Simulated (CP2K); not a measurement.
Two runs for the C K edge of methyl formate. Run A: CP2K XAS_TDP, all-electron GAPW, PBEh(45%), aug-cc-pVDZ, TDA, no relativity. Run B differs in one setting.

First lines with a strength over 0.0015. A:

| atom | energy (eV) | states | strength, one atom |
| --- | --- | --- | --- |
| C1 (bonded to O and 3 H) | 284.92 | 1 | 0.0468 |
|  | 285.54 | 1 | 0.0029 |
|  | 286.20 | 1 | 0.0259 |
|  | 286.40 | 1 | 0.0217 |
|  | 286.88 | 1 | 0.0033 |
| C3 (bonded to 2 O and H) | 283.27 | 1 | 0.0745 |
|  | 287.82 | 1 | 0.0167 |
|  | 288.96 | 1 | 0.0071 |
|  | 289.21 | 1 | 0.0034 |
|  | 290.16 | 1 | 0.0028 |

B:

| atom | energy (eV) | states | strength, one atom |
| --- | --- | --- | --- |
| C1 (bonded to O and 3 H) | 291.67 | 1 | 0.0457 |
|  | 292.28 | 1 | 0.0028 |
|  | 292.95 | 1 | 0.0253 |
|  | 293.15 | 1 | 0.0212 |
|  | 293.63 | 1 | 0.0033 |
| C3 (bonded to 2 O and H) | 290.37 | 1 | 0.0727 |
|  | 294.92 | 1 | 0.0163 |
|  | 296.06 | 1 | 0.0069 |
|  | 296.32 | 1 | 0.0033 |
|  | 297.26 | 1 | 0.0027 |

**Question.** Which was it: the functional, scalar relativity switched on, the basis, GW2X switched on?

GW2X switched on. GW2X shifts an atom's lines together and keeps their spacings. Against PBEh(45%) in aug-cc-pVDZ, the leading lines move by +6.75 eV (C1, to 291.67) and +7.10 eV (C3, to 290.37).

[Hosts, paths, dates, database ids (printed as entryN), source tags and the programs' standing remarks are cut or masked in the printed files.]
